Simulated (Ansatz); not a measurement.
Consider LaBiS2O (P4/nmm).

```yaml
crystal:
  lattice:
    - [4.05550, 0.00000, 0.00000]
    - [0.00000, 4.05550, 0.00000]
    - [0.00000, 0.00000, 14.17327]
  atoms:
    - { symbol: La, position: [0.50000, 0.00000, 0.58774] }
    - { symbol: La, position: [0.00000, 0.50000, 0.41226] }
    - { symbol: Bi, position: [0.00000, 0.50000, 0.86777] }
    - { symbol: Bi, position: [0.50000, 0.00000, 0.13223] }
    - { symbol: S, position: [0.50000, 0.00000, 0.89002] }
    - { symbol: S, position: [0.00000, 0.50000, 0.10998] }
    - { symbol: S, position: [0.00000, 0.50000, 0.69020] }
    - { symbol: S, position: [0.50000, 0.00000, 0.30980] }
    - { symbol: O, position: [0.00000, 0.00000, 0.50000] }
    - { symbol: O, position: [0.50000, 0.50000, 0.50000] }
```

The cell and positions are those that the Materials Project relaxed with its own functionals (PBE, PBE+U or r2SCAN), kept fixed. Spin-orbit coupling is left out unless a run names it. PAW set soft_2, made with PBE.

Gaps computed with Ansatz 0.2.0 without a self-energy: LDA 0.83 eV, LDA+SOC 0.48 eV, r2SCAN 1.13 eV and PBE0 1.97 eV. The mean ε∞ by LDA perturbation theory is 14.13.

**Question.** What gap should G0W0 on LDA give (4×4×2 mesh, 1071 empty bands, screening to 160 eV, default PAW files)?

About 1.23 eV: on its mesh the run moves the gap from 0.82 eV by +0.41 eV. Among the scalar-relativistic levels given, r2SCAN is nearest (−0.10 eV). One-shot corrections scale roughly with one over ε∞, here 0.07. Spin-orbit coupling is not in that value; its −0.35 eV at the LDA level would bring it to about 0.88 eV. Bands and cutoff are finite, so the gap is not at the basis limit. The miss can reach some tenths of an eV and take either sign; the mesh is an error of its own. The 4×4×2 mesh is coarse for this cell (its supercell is 16 Å along the shortest edge). The RPA ε∞ on it, from the LDA start, is 7.62 and 29.94; such meshes misread the long-range screening, most where the gap is narrow. Where an edge is built on 6p states of lead, bismuth or thallium, scalar-relativistic gaps usually stand too wide, by a few tenths to over one eV. Empty 4f levels lie among the conduction bands. Their place in the start is unsure; it enters the screening, and the edge itself where they lie low. The many-body steps are scalar-relativistic: spin-orbit coupling is not in them.

[Paths, hosts, dates, memory and timing lines, banners, echoed tables and standing remarks are left out of the program output.]

[Logs are printed without paths, hosts, clocks, repeated set-up lines and the standing remarks that a program may print on its own settings, such as how far it seeks lower states.]

[Runs of the session that timed out or met a known fault of the program may be left out.]

[Cells called generated may have been cut or substituted from an entry of the Crystallography Open Database or the Materials Project.]

[No measured gap is set beside runs whose start may be inverted or whose files or cutoffs have a known fault.]

[Hosts, paths, dates, database ids (printed as entryN), source tags and the programs' standing remarks are cut or masked in the printed files.]
